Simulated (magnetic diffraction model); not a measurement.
# Magnetic neutron pattern of HoBPb2

Space group P6_222 (no. 180), a = 6.2370 Å, c = 9.2430 Å.

```
site  atom       x       y    z
  6j    Pb  0.3159  0.1580  1/6
  3d    Ho       0     1/2  1/6
  3c     B       0     1/2  2/3
```

The compound is invented for this exercise: a known structure type with other elements, its cell scaled to their sizes and not relaxed.

Only Ho is taken to order (form factors of Ho3+); orders and moment sizes are assumed, and not adapted to the symmetry. Radiation: neutrons of λ = 1.8 Å (absorption by B left out), 5° to 50°; isotropic B of 0.07 Å² (Pb), 0.12 Å² (Ho) and 0.16 Å² (B). The intensities are simulated: I ∝ L Σ (|F_N|² + |F_M⊥|²) for unpolarised neutrons, with F_M = 2.695 fm/μB × Σ f(s) S exp(2πi Q·r) exp(−B s²) at Q = H ± k (one set where k and −k are equivalent), only the part normal to Q counting and L = 1/(sin²θ cos θ). For collinear order S is the moment m, which repeats by lattice and centring translations R with the sign exp(−2πi k·R). Form factors are spin-only for 3d ions and dipole or tabulated for f ions, scattering lengths are Sears's of 1992, and absorption is left out. A label names one of the reflections at its angle. The strongest nuclear line in the range is 100, and lines under 0.2 are left out.

Assume the order k = (0 0 0), collinear moments along [120], 4.93 μB on Ho; signs + at (0, 1/2, 1/6), − at (1/2, 0, 1/2), − at (1/2, 1/2, 5/6).

Q: Where does magnetic intensity appear, and how strong is it?

| 2θ (°) | index | nuclear | magnetic |
| --- | --- | --- | --- |
| 11.18 | (0 0 1) | 0.0 | 34.0 |
| 19.18 | (1 0 0) | 0.0 | 21.0 |
| 22.25 | (1 0 1) | 11.8 | 17.4 |
| 22.46 | (0 0 2) | 0.0 | 8.0 |
| 29.70 | (1 0 2) | 3.4 | 12.9 |
| 33.55 | (1 1 0) | 17.4 | 2.9 |
| 33.97 | (0 0 3) | 23.7 | 0.8 |
| 35.47 | (1 1 1) | 57.7 | 7.8 |
| 38.93 | (2 0 0) | 1.9 | 0.9 |
| 39.30 | (1 0 3) | 2.8 | 11.8 |
| 40.63 | (2 0 1) | 0.7 | 7.0 |
| 40.75 | (1 1 2) | 100.0 | 6.3 |
| 45.41 | (2 0 2) | 0.5 | 6.2 |
| 45.84 | (0 0 4) | 0.0 | 1.6 |
| 48.49 | (1 1 3) | 8.0 | 5.1 |

The strongest magnetic line in the range is (0 0 1) at 11.18° (34.0). On top of the Lorentz factor, which all lines share, magnetic lines fade with angle because f falls: for Ho3+ it is 0.96, 0.85, 0.71 and 0.44 at sin θ/λ = 0.1, 0.2, 0.3 and 0.5 Å⁻¹, while nuclear lengths stay constant. The net moment is 4.93 μB a primitive cell.

[Logs are printed without paths, hosts, clocks, repeated set-up lines and the standing remarks that a program may print on its own settings, such as how far it seeks lower states.]
